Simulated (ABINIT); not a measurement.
# ScH3 (Pm-3m): Raman and infrared activity

Aim: Raman and infrared lines of ScH3 (Pm-3m).

Main program and level: ABINIT 10.8.3; DFT LDA, scalar-relativistic, plane waves, PseudoDojo norm-conserving pseudopotentials.

The structure was built from a prototype and need not be the compound's stable phase.

## (1) The structure

Symmetry: Pm-3m, No. 221, cubic system. The conventional cell has a = 4.161 Å, b = 4.161 Å, c = 4.161 Å, α = 90.00°, β = 90.00°, γ = 90.00°. Nearest to Sc lie 6 H at 2.08 Å. Nearest to H lie 2 Sc at 2.08 Å. Farther neighbours are not listed.

## (2) A probe with smearing

A first run with smearing and empty bands tells whether the crystal has a gap, which decides between fixed occupations and smearing later on.

Input file probe.abi:

```
# ground state
tolvrs 1.0d-08
prtden 1
prtwf 1

# basis, mesh and filling
ecut 35.0
ngkpt 4 4 4
nshiftk 1
shiftk 0.0 0.0 0.0
istwfk *1
occopt 7
tsmear 0.005
nband 13
nstep 100
diemac 9.0
prtebands 0
prtgsr 0

# cell and atoms
acell 3*1.0 Angstrom
rprim 
    4.1613 0.0 0.0
    0.0 4.1613 0.0
    0.0 0.0 4.1613
ntypat 2
znucl 21 1
natom 4
typat 1 2 2 2
xred 
    0.0 0.0 0.0
    0.5 0.0 0.0
    0.0 0.5 0.0
    0.0 0.0 0.5
pp_dirpath "./pseudo"
pseudos "Sc.upf, H.upf"
```

On the command line:

```
$ OMP_NUM_THREADS=1 mpirun -n 4 abinit probe.abi > probe.log
```

Numbers of over 12 decimals in the logs are rounded to 6 here.

probe.abo, the main output file:

```text
[banners, grids, parts of the stress and lines that vanish by symmetry left out]
- input  file    -> probe.abi
- output file    -> probe.abo
- root for input  files -> probei
[...]
Symmetries : space group Pm -3 m (#221); Bravais cP (primitive cubic)
[...]
mpw =        4839          nfft =       91125          nkpt =          10
[...]
== DATASET  1 ==================================================================
[...]
cutoff_energies: {ecut:  35.0, pawecutdg:  -1.0, }
[...]
ETOT  1  -49.980454030403    -4.998E+01 7.251E-02 2.815E+02
 ETOT  2  -50.027010143959    -4.656E-02 9.798E-02 2.473E+02
 ETOT  3  -50.081764441321    -5.475E-02 2.930E-02 1.617E+00
 ETOT  4  -50.082280635008    -5.162E-04 1.227E-03 5.485E-02
 ETOT  5  -50.082289279600    -8.645E-06 6.661E-04 9.880E-03
 ETOT  6  -50.082290249124    -9.695E-07 1.372E-03 1.364E-03
 ETOT  7  -50.082290447400    -1.983E-07 4.962E-04 1.015E-05
 ETOT  8  -50.082290449207    -1.807E-09 6.051E-04 1.794E-07
 ETOT  9  -50.082290449233    -2.658E-11 2.722E-04 1.149E-09
 At SCF step    9       vres2   =  1.15E-09 < tolvrs=  1.00E-08 =>converged.
[...]
sigma(1 1)=  2.60635433E-04  sigma(3 2)=  0.00000000E+00
  sigma(2 2)=  2.60635433E-04  sigma(3 1)=  0.00000000E+00
  sigma(3 3)=  2.60635433E-04  sigma(2 1)=  0.00000000E+00
[...]
convergence: {deltae: -2.658E-11, res2:  1.149E-09, residm:  2.722E-04, diffor: null, }
etotal    :  -5.00822904E+01
[...]
sigma(1 1)=  2.60635433E-04  sigma(3 2)=  0.00000000E+00
  sigma(2 2)=  2.60635433E-04  sigma(3 1)=  0.00000000E+00
  sigma(3 3)=  2.60635433E-04  sigma(2 1)=  0.00000000E+00
[...]
- sigma(1 1)=  7.66815918E+00  sigma(3 2)=  0.00000000E+00
- sigma(2 2)=  7.66815918E+00  sigma(3 1)=  0.00000000E+00
- sigma(3 3)=  7.66815918E+00  sigma(2 1)=  0.00000000E+00
[...]
fcart     -0.0000000000E+00 -0.0000000000E+00 -0.0000000000E+00
           strten      2.6063543284E-04  2.6063543284E-04  2.6063543284E-04
================================================================================

[key lines of the parts left out:]
pressure_GPa:  -7.6682E+00
```

The job ended after 6.3 s (4 MPI ranks of Arm Neoverse V2, shared host).

Read from the output:

```yaml
volume_per_atom: 18.01 Å³
pressure: -7.668 GPa
gap_on_the_k_mesh: 2.109 eV
```

A gap of 2.1 eV opens on this mesh, so the crystal is taken as an insulator; the printed pressure holds the stress of the finite basis too.

## (3) Rough relaxation

The typed start is rough, so a first relaxation with smearing and loose thresholds takes it towards rest cheaply.

Input file prerelax.abi:

```
# relaxation
ionmov 2
optcell 2
dilatmx 1.15
chkdilatmx 0
ntime 40
tolmxf 3.0d-04
tolvrs 1.0d-10
prtwf 0
prtden 0
chksymtnons 0

# basis, mesh and filling
ecut 35.0
ecutsm 3.0
ngkpt 4 4 4
nshiftk 1
shiftk 0.0 0.0 0.0
istwfk *1
occopt 7
tsmear 0.005
nband 13
nstep 100
diemac 9.0
prtebands 0
prtgsr 0

# cell and atoms
acell 3*1.0 Angstrom
rprim 
    4.1613 0.0 0.0
    0.0 4.1613 0.0
    0.0 0.0 4.1613
ntypat 2
znucl 21 1
natom 4
typat 1 2 2 2
xred 
    0.0 0.0 0.0
    0.5 0.0 0.0
    0.0 0.5 0.0
    0.0 0.0 0.5
pp_dirpath "./pseudo"
pseudos "Sc.upf, H.upf"
```

On the command line:

```
$ OMP_NUM_THREADS=1 mpirun -n 4 abinit prerelax.abi > prerelax.log
```

prerelax.abo, the main output file:

```text
[banners, grids, parts of the stress and lines that vanish by symmetry left out]
- input  file    -> prerelax.abi
- output file    -> prerelax.abo
- root for input  files -> prerelaxi
[...]
Symmetries : space group Pm -3 m (#221); Bravais cP (primitive cubic)
[...]
mpw =        7400          nfft =      125000          nkpt =          10
[...]
== DATASET  1 ==================================================================
[...]
cutoff_energies: {ecut:  35.0, pawecutdg:  -1.0, }
[...]
ETOT  1  -49.976696540407    -4.998E+01 6.883E-02 3.891E+02
 ETOT  2  -50.025482739920    -4.879E-02 8.475E-02 3.458E+02
 ETOT  3  -50.081665304599    -5.618E-02 1.534E-02 2.235E+00
 ETOT  4  -50.082097345492    -4.320E-04 1.732E-02 9.250E-02
 ETOT  5  -50.082109538565    -1.219E-05 4.331E-03 1.568E-02
[...]
At SCF step   10       vres2   =  2.68E-12 < tolvrs=  1.00E-10 =>converged.
[...]
ETOT  9  -50.099057099832    -4.889E-12 4.312E-06 5.671E-13
 At SCF step    9       vres2   =  5.67E-13 < tolvrs=  1.00E-10 =>converged.
[...]
sigma(1 1)=  1.50808571E-06  sigma(3 2)=  0.00000000E+00
  sigma(2 2)=  1.50808571E-06  sigma(3 1)=  0.00000000E+00
  sigma(3 3)=  1.50808571E-06  sigma(2 1)=  0.00000000E+00
[...]
convergence: {deltae: -4.889E-12, res2:  5.671E-13, residm:  4.312E-06, diffor: null, }
etotal    :  -5.00990571E+01
[...]
At Broyd/MD step   5, gradients are converged :
[...]
sigma(1 1)=  1.50808571E-06  sigma(3 2)=  0.00000000E+00
  sigma(2 2)=  1.50808571E-06  sigma(3 1)=  0.00000000E+00
  sigma(3 3)=  1.50808571E-06  sigma(2 1)=  0.00000000E+00
[...]
- sigma(1 1)=  4.43694134E-02  sigma(3 2)=  0.00000000E+00
- sigma(2 2)=  4.43694134E-02  sigma(3 1)=  0.00000000E+00
- sigma(3 3)=  4.43694134E-02  sigma(2 1)=  0.00000000E+00
[...]
fcart     -0.0000000000E+00 -0.0000000000E+00 -0.0000000000E+00
           strten      1.5080857084E-06  1.5080857084E-06  1.5080857084E-06
================================================================================

[key lines of the parts left out:]
pressure_GPa:  -4.4369E-02
Total energy (etotal) [Ha]= -5.00990570998321E+01
```

Elapsed: 39 s, on 4 MPI ranks; 2.5 min of CPU time.

Relaxation path:

```csv
step,energy less that of the first step (eV),largest force (eV/Å),volume (Å³)
1,0.0000,0.0000,72.06
2,-0.0756,0.0000,70.41
3,-0.4194,0.0000,52.05
4,-0.4591,0.0000,56.76
5,-0.4611,0.0000,55.92
```

```
conventional cell, symmetrised  before  after   change
                         a (Å)   4.161  3.824   -8.1 %
                         b (Å)   4.161  3.824   -8.1 %
                         c (Å)   4.161  3.824   -8.1 %
              volume (Å³/atom)   18.01  13.98  -22.4 %
```

The relaxed structure:

```
Sc H
1.0
     3.82393    0.00000    0.00000
     0.00000    3.82393    0.00000
     0.00000    0.00000    3.82393
Sc H
1 3
Cartesian
  0.0000 0.0000 0.0000
  1.9120 0.0000 0.0000
  0.0000 1.9120 0.0000
  0.0000 0.0000 1.9120
```

This step gave:

| Item | Value |
| --- | --- |
| volume per atom | 13.98 Å³ |
| pressure | -0.04437 GPa |
| gap on the k-mesh | 1.882 eV |

The volume changes by -22.4 % in this run and stands -22.4 % from the first cell.

## (4) Rough relaxation

The cell changed much, so the rough relaxation is repeated on a basis made for the new cell.

Edit prerelax.abi of step 3 so:

```diff
@@ -30,5 +30,5 @@
 rprim 
-    4.1613 0.0 0.0
-    0.0 4.1613 0.0
-    0.0 0.0 4.1613
+    3.823926332 0.0 0.0
+    0.0 3.823926332 0.0
+    0.0 0.0 3.823926332
 ntypat 2
```

prerelax.abo, the main output file:

```text
[banners, grids, parts of the stress and lines that vanish by symmetry left out]
- input  file    -> prerelax.abi
- output file    -> prerelax.abo
- root for input  files -> prerelaxi
[...]
Symmetries : space group Pm -3 m (#221); Bravais cP (primitive cubic)
[...]
mpw =        5702          nfft =      110592          nkpt =          10
[...]
== DATASET  1 ==================================================================
[...]
cutoff_energies: {ecut:  35.0, pawecutdg:  -1.0, }
[...]
ETOT  1  -50.028109228715    -5.003E+01 7.715E-02 2.408E+02
 ETOT  2  -50.080456010782    -5.235E-02 2.124E-02 1.325E+02
 ETOT  3  -50.098944433443    -1.849E-02 1.617E-03 9.692E-01
 ETOT  4  -50.099050865147    -1.064E-04 8.019E-03 1.900E-01
 ETOT  5  -50.099056850849    -5.986E-06 9.643E-03 4.165E-03
 ETOT  6  -50.099057089079    -2.382E-07 5.557E-04 2.593E-05
 ETOT  7  -50.099057089740    -6.609E-10 2.395E-04 1.615E-06
 ETOT  8  -50.099057089929    -1.888E-10 3.064E-05 5.582E-09
 ETOT  9  -50.099057089922     6.722E-12 1.501E-05 6.257E-12
 At SCF step    9       vres2   =  6.26E-12 < tolvrs=  1.00E-10 =>converged.
[...]
sigma(1 1)=  1.50785427E-06  sigma(3 2)=  0.00000000E+00
  sigma(2 2)=  1.50785427E-06  sigma(3 1)=  0.00000000E+00
  sigma(3 3)=  1.50785427E-06  sigma(2 1)=  0.00000000E+00
[...]
convergence: {deltae:  6.722E-12, res2:  6.257E-12, residm:  1.501E-05, diffor: null, }
etotal    :  -5.00990571E+01
[...]
At Broyd/MD step   1, gradients are converged :
[...]
sigma(1 1)=  1.50785427E-06  sigma(3 2)=  0.00000000E+00
  sigma(2 2)=  1.50785427E-06  sigma(3 1)=  0.00000000E+00
  sigma(3 3)=  1.50785427E-06  sigma(2 1)=  0.00000000E+00
[...]
- sigma(1 1)=  4.43626044E-02  sigma(3 2)=  0.00000000E+00
- sigma(2 2)=  4.43626044E-02  sigma(3 1)=  0.00000000E+00
- sigma(3 3)=  4.43626044E-02  sigma(2 1)=  0.00000000E+00
[...]
fcart     -0.0000000000E+00 -0.0000000000E+00 -0.0000000000E+00
           strten      1.5078542743E-06  1.5078542743E-06  1.5078542743E-06
================================================================================

[key lines of the parts left out:]
pressure_GPa:  -4.4363E-02
Total energy (etotal) [Ha]= -5.00990570899221E+01
```

Run time: 6.1 s. Hardware: 4 MPI ranks.

Little changed from the start: no atom moved by 0.005 Å and no cell edge by 0.1 %.

This step gave:

```yaml
pressure: -0.04436 GPa
```

The volume changes by +0.0 % in this run and stands -22.4 % from the first cell.

## (5) Relaxing the cell and atoms

The harmonic expansion needs vanishing forces, and a free crystal bears no stress, so cell and atoms are brought to rest. Stress is more sensitive to the basis than forces are: the last 3 Ha under the cutoff are smoothed with ecutsm, and the cutoff is raised above that of the later runs.

Input file relax.abi:

```
# relaxation
ionmov 2
optcell 2
dilatmx 1.08
ntime 40
tolmxf 1.0d-05
tolvrs 1.0d-14
prtwf 0
prtden 0
chksymtnons 0

# basis, mesh and filling
ecut 43.0
ecutsm 3.0
ngkpt 6 6 6
nshiftk 1
shiftk 0.0 0.0 0.0
istwfk *1
occopt 1
nband 7
nstep 100
diemac 9.0
prtebands 0
prtgsr 0

# cell and atoms
acell 3*1.0 Angstrom
rprim 
    3.823926335 0.0 0.0
    0.0 3.823926335 0.0
    0.0 0.0 3.823926335
ntypat 2
znucl 21 1
natom 4
typat 1 2 2 2
xred 
    0.0 0.0 0.0
    0.5 0.0 0.0
    0.0 0.5 0.0
    0.0 0.0 0.5
pp_dirpath "./pseudo"
pseudos "Sc.upf, H.upf"
```

On the command line:

```
$ OMP_NUM_THREADS=1 mpirun -n 4 abinit relax.abi > relax.log
```

relax.abo, the main output file:

```text
[banners, grids, parts of the stress and lines that vanish by symmetry left out]
- input  file    -> relax.abi
- output file    -> relax.abo
- root for input  files -> relaxi
[...]
Symmetries : space group Pm -3 m (#221); Bravais cP (primitive cubic)
[...]
mpw =        6432          nfft =      110592          nkpt =          20
[...]
== DATASET  1 ==================================================================
[...]
cutoff_energies: {ecut:  43.0, pawecutdg:  -1.0, }
[...]
ETOT  1  -50.001091515026    -5.000E+01 4.002E-02 3.094E+02
 ETOT  2  -50.063726803674    -6.264E-02 1.168E-03 2.554E+02
 ETOT  3  -50.099564543417    -3.584E-02 9.921E-04 1.504E+00
 ETOT  4  -50.099752833246    -1.883E-04 2.123E-05 3.322E-01
 ETOT  5  -50.099777922492    -2.509E-05 6.683E-06 3.672E-03
[...]
At SCF step   24       vres2   =  8.99E-15 < tolvrs=  1.00E-14 =>converged.
[...]
sigma(1 1)=  3.10569425E-06  sigma(3 2)=  0.00000000E+00
  sigma(2 2)=  3.10569425E-06  sigma(3 1)=  0.00000000E+00
  sigma(3 3)=  3.10569425E-06  sigma(2 1)=  0.00000000E+00
[...]
convergence: {deltae:  1.990E-12, res2:  8.992E-15, residm:  4.137E-18, diffor: null, }
etotal    :  -5.00997801E+01
[...]
ETOT  1  -50.099778958373    -5.010E+01 4.709E-08 1.745E-02
[...]
At SCF step   13       vres2   =  3.45E-16 < tolvrs=  1.00E-14 =>converged.
[...]
sigma(1 1)=  2.66910514E-06  sigma(3 2)=  0.00000000E+00
  sigma(2 2)=  2.66910514E-06  sigma(3 1)=  0.00000000E+00
  sigma(3 3)=  2.66910514E-06  sigma(2 1)=  0.00000000E+00
[...]
convergence: {deltae:  3.176E-12, res2:  3.446E-16, residm:  3.762E-17, diffor: null, }
etotal    :  -5.00997804E+01
[...]
ETOT  1  -50.099726870282    -5.010E+01 1.414E-07 6.522E-01
[...]
ETOT 13  -50.099781267469     3.681E-12 1.378E-15 2.296E-14
 ETOT 14  -50.099781267472    -2.991E-12 6.678E-17 9.161E-17
 At SCF step   14       vres2   =  9.16E-17 < tolvrs=  1.00E-14 =>converged.
[...]
sigma(1 1)= -4.81500752E-09  sigma(3 2)=  0.00000000E+00
  sigma(2 2)= -4.81500752E-09  sigma(3 1)=  0.00000000E+00
  sigma(3 3)= -4.81500752E-09  sigma(2 1)=  0.00000000E+00
[...]
convergence: {deltae: -2.991E-12, res2:  9.161E-17, residm:  6.678E-17, diffor: null, }
etotal    :  -5.00997813E+01
[...]
At Broyd/MD step   3, gradients are converged :
[...]
sigma(1 1)= -4.81500752E-09  sigma(3 2)=  0.00000000E+00
  sigma(2 2)= -4.81500752E-09  sigma(3 1)=  0.00000000E+00
  sigma(3 3)= -4.81500752E-09  sigma(2 1)=  0.00000000E+00
[...]
- sigma(1 1)= -1.41662412E-04  sigma(3 2)=  0.00000000E+00
- sigma(2 2)= -1.41662412E-04  sigma(3 1)=  0.00000000E+00
- sigma(3 3)= -1.41662412E-04  sigma(2 1)=  0.00000000E+00
[...]
fcart     -0.0000000000E+00 -0.0000000000E+00 -0.0000000000E+00
           strten     -4.8150075188E-09 -4.8150075186E-09 -4.8150075197E-09
================================================================================

[key lines of the parts left out:]
pressure_GPa:   1.4166E-04
Total energy (etotal) [Ha]= -5.00997812674718E+01
```

Run time: 24 s. Hardware: 4 MPI ranks.

Little changed from the start: no atom moved by 0.005 Å and no cell edge by 0.1 %.

Numbers from this step:

- volume per atom: 13.95 Å³
- pressure: 1.42e-4 GPa

The volume changes by -0.2 % in this run and stands -22.6 % from the first cell.

## (6) Self-consistent run for the response

First-order wavefunctions inherit every error of the ground state, hence the very tight tolvrs. The mesh is shifted off Γ, since shifted meshes converge sums over the zone faster.

Input file gs.abi:

```
# ground state
tolvrs 1.0d-16
prtden 1
prtwf 1

# basis, mesh and filling
ecut 35.0
ngkpt 6 6 6
nshiftk 1
shiftk 0.5 0.5 0.5
istwfk *1
occopt 1
nband 7
nstep 100
diemac 9.0
prtebands 0
prtgsr 0

# cell and atoms
acell 3*1.0 Angstrom
rprim 
    3.82139626 0.0 0.0
    0.0 3.82139626 0.0
    0.0 0.0 3.82139626
ntypat 2
znucl 21 1
natom 4
typat 1 2 2 2
xred 
    0.0 0.0 0.0
    0.5 0.0 0.0
    0.0 0.5 0.0
    0.0 0.0 0.5
pp_dirpath "./pseudo"
pseudos "Sc.upf, H.upf"
```

On the command line:

```
$ OMP_NUM_THREADS=1 mpirun -n 4 abinit gs.abi > gs.log
```

gs.abo, the main output file:

```text
[banners, grids, parts of the stress and lines that vanish by symmetry left out]
- input  file    -> gs.abi
- output file    -> gs.abo
- root for input  files -> gsi
[...]
Symmetries : space group Pm -3 m (#221); Bravais cP (primitive cubic)
[...]
mpw =        3767          nfft =       64000          nkpt =          10
[...]
== DATASET  1 ==================================================================
[...]
cutoff_energies: {ecut:  35.0, pawecutdg:  -1.0, }
[...]
ETOT  1  -50.005700712673    -5.001E+01 3.839E-02 1.778E+02
 ETOT  2  -50.063615409719    -5.791E-02 4.842E-04 1.470E+02
 ETOT  3  -50.099460151342    -3.584E-02 1.046E-03 7.416E-01
 ETOT  4  -50.099609246671    -1.491E-04 1.688E-05 1.867E-01
 ETOT  5  -50.099630023197    -2.078E-05 4.140E-06 2.085E-03
[...]
ETOT 19  -50.099631294695     6.573E-12 3.671E-17 4.241E-16
 ETOT 20  -50.099631294702    -6.992E-12 5.409E-18 6.975E-17
 At SCF step   20       vres2   =  6.98E-17 < tolvrs=  1.00E-16 =>converged.
[...]
sigma(1 1)=  5.66012142E-06  sigma(3 2)=  0.00000000E+00
  sigma(2 2)=  5.66012142E-06  sigma(3 1)=  0.00000000E+00
  sigma(3 3)=  5.66012142E-06  sigma(2 1)=  0.00000000E+00
[...]
convergence: {deltae: -6.992E-12, res2:  6.975E-17, residm:  5.409E-18, diffor: null, }
etotal    :  -5.00996313E+01
[...]
sigma(1 1)=  5.66012142E-06  sigma(3 2)=  0.00000000E+00
  sigma(2 2)=  5.66012142E-06  sigma(3 1)=  0.00000000E+00
  sigma(3 3)=  5.66012142E-06  sigma(2 1)=  0.00000000E+00
[...]
- sigma(1 1)=  1.66526521E-01  sigma(3 2)=  0.00000000E+00
- sigma(2 2)=  1.66526521E-01  sigma(3 1)=  0.00000000E+00
- sigma(3 3)=  1.66526521E-01  sigma(2 1)=  0.00000000E+00
[...]
fcart     -0.0000000000E+00 -0.0000000000E+00 -0.0000000000E+00
           strten      5.6601214165E-06  5.6601214165E-06  5.6601214165E-06
================================================================================

[key lines of the parts left out:]
pressure_GPa:  -1.6653E-01
```

Wall time 5.2 s (4 MPI ranks).

Read from the output:

```
pressure : -0.1665 GPa
```

The cell stands at -0.17 GPa: the relaxation ran with a smoothed and higher cutoff and on another k mesh.

## (7) The gap at rest

Empty bands on the ground state's density check that the gap assumed so far is there in this cell.

Input file gap.abi:

```
# empty bands on the ground state's density
iscf -2
getden_filepath "gso_DEN"
tolwfr 1.0d-12
nbdbuf 2
prtwf 0

# basis, mesh and filling
ecut 35.0
ngkpt 6 6 6
nshiftk 1
shiftk 0.0 0.0 0.0
istwfk *1
occopt 1
nband 11
nstep 100
diemac 9.0
prtebands 0
prtgsr 0

# cell and atoms
acell 3*1.0 Angstrom
rprim 
    3.82139626 0.0 0.0
    0.0 3.82139626 0.0
    0.0 0.0 3.82139626
ntypat 2
znucl 21 1
natom 4
typat 1 2 2 2
xred 
    0.0 0.0 0.0
    0.5 0.0 0.0
    0.0 0.5 0.0
    0.0 0.0 0.5
pp_dirpath "./pseudo"
pseudos "Sc.upf, H.upf"
```

On the command line:

```
$ OMP_NUM_THREADS=1 mpirun -n 4 abinit gap.abi > gap.log
```

gap.abo, the main output file:

```text
[banners, grids, parts of the stress and lines that vanish by symmetry left out]
- input  file    -> gap.abi
- output file    -> gap.abo
- root for input  files -> gapi
[...]
Symmetries : space group Pm -3 m (#221); Bravais cP (primitive cubic)
[...]
mpw =        3771          nfft =       64000          nkpt =          20
[...]
== DATASET  1 ==================================================================
[...]
cutoff_energies: {ecut:  35.0, pawecutdg:  -1.0, }
[...]
-outvars: echo values of variables after computation
            acell      1.8897261259E+00  1.8897261259E+00  1.8897261259E+00 Bohr
================================================================================
```

Run time: 6 s. Hardware: 4 MPI ranks; 24 s of CPU time.

Read from the output:

```
gap on the k-mesh : 1.888 eV
```

In this cell the gap on the mesh is 1.9 eV, indirect (smallest direct 2.3 eV), so fixed occupations hold.

(Continued in part 2 of 2.)

[Host names and launcher messages were left out of these logs when they were recorded.]

[Logs are printed without paths, hosts, clocks, repeated set-up lines and the standing remarks that a program may print on its own settings, such as how far it seeks lower states.]

[Hosts, paths, dates, database ids (printed as entryN), source tags and the programs' standing remarks are cut or masked in the printed files.]
